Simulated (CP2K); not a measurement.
The C K edge of 3-aminothiophene was computed by TDDFT (CP2K XAS_TDP, aug-cc-pVDZ, TDA) at these levels: PBEh(45%), PBEh(45%) + GW2X and PBEh(60%). The first three lines of C2 (bonded to 2 C and N) with a strength over 0.0015, energy in eV and strength:

| run | first | second | third |
| --- | --- | --- | --- |
| 1 | 288.53 (0.053) | 290.51 (0.009) | 290.82 (0.004) |
| 2 | 283.02 (0.054) | 285.00 (0.009) | 285.31 (0.004) |
| 3 | 286.96 (0.067) | 290.00 (0.006) | 290.41 (0.007) |

**Question.** Which run is which?

Run 1: PBEh(45%) + GW2X (45 % exact exchange). Run 2: PBEh(45%) (45 % exact exchange). Run 3: PBEh(60%) (60 % exact exchange). Self-interaction lifts the core level, so the uncorrected lines rise with the share of exact exchange. The GW2X run keeps the spacings of its parent: 1.98 eV between the first two lines in run 1, 1.98 eV in run 2. Its shift is +5.51 eV, since the Kohn–Sham level at this share of exchange lies that far above the quasiparticle level.

[Hosts, paths, dates, database ids (printed as entryN), source tags and the programs' standing remarks are cut or masked in the printed files.]
